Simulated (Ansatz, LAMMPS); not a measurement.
# Gap against volume in glassy 40SiO2-28Al2O3-16Li2O-16SrO (mol %) (85 atoms)

Density of this cell: 2.90 g/cm³. The cell holds 85 atoms: 10 Si, 14 Al, 8 Li, 4 Sr and 49 O. Cell: a = 10.076 Å, b = 10.120 Å, c = 10.403 Å, α = 92.3°, β = 88.3°, γ = 88.4°. The starting structure: 85 atoms (10 Si, 14 Al, 8 Li, 4 Sr, 49 O) placed at random at 2.93 g/cm³, melted at 4000 K for 10 ps at fixed volume with the Morse and Coulomb pair potential with partial charges (Pedone, Malavasi, Menziani, Cormack and Segre, J. Phys. Chem. B 110, 11780 (2006)). Quenched from 4000 K to 300 K at 6 K/ps and fixed volume, held 5 ps, then minimised at fixed cell.

Calculated with Ansatz 0.2.0: Kohn-Sham DFT, PBE, PAW (set soft_2), plane waves; cutoff 420 eV, Γ point, fermi-dirac smearing of 0.025 eV. The relaxed cell was scaled evenly and the atoms were relaxed at each volume. The gap is that between the highest filled and the lowest empty Kohn-Sham level on the run's k-points.

```
volume (Å³/atom)  gap (eV)
          11.213               3.946
          11.711               3.978
          12.085                   ?
          12.458               3.901
          12.832               3.958
          13.206               3.880
```

Task: Fit a straight line in ln V to the rows given and interpolate to the withheld row.

Worked fit:

A volume deformation potential makes the spacing linear in u = ln(V/V0), with V0 = 12.458 Å³ the relaxed volume; v is the spacing.

```
u = ln(V/V0)  v (eV)
   -0.105360  3.9455
  -0.0618752  3.9776
           0  3.9013
   0.0295586  3.9575
   0.0582681  3.8796
```

With n = 5: mean u = -0.0158817, mean v = 3.9323, Σ(u − ū)² = 0.017937, Σ(u − ū)(v − v̄) = -0.0065196. Slope b = -0.0065196 / 0.017937 = -0.36347; intercept a = v̄ − b ū = 3.9265.

At the withheld volume u = -0.03046, and v = a + b u.

Prediction at 12.085: 3.938 eV. The run gave 3.950 eV, so the fit is low by 0.012 eV (0.31 % of the value).

The rows follow a line only loosely (correlation 0.60 in size over all rows, under the 0.97 asked here), so the slope of -0.36 eV is a mean trend and no deformation potential. Among the rows given, the largest miss of the fit is at 12.832, by 0.042 eV (43 % of the range of the table).

Limits: The table spans 16 % in volume, wide for a linear law. Semilocal functionals tend to put gaps under measured ones. Only the Γ point is sampled. Atoms move by up to 0.8 Å in these relaxations, so the structure changes along the series. Defect or tail levels can set the spacing of a disordered cell.

[Logs are printed without paths, hosts, clocks, repeated set-up lines and the standing remarks that a program may print on its own settings, such as how far it seeks lower states.]

[Hosts, paths, dates, database ids (printed as entryN), source tags and the programs' standing remarks are cut or masked in the printed files.]
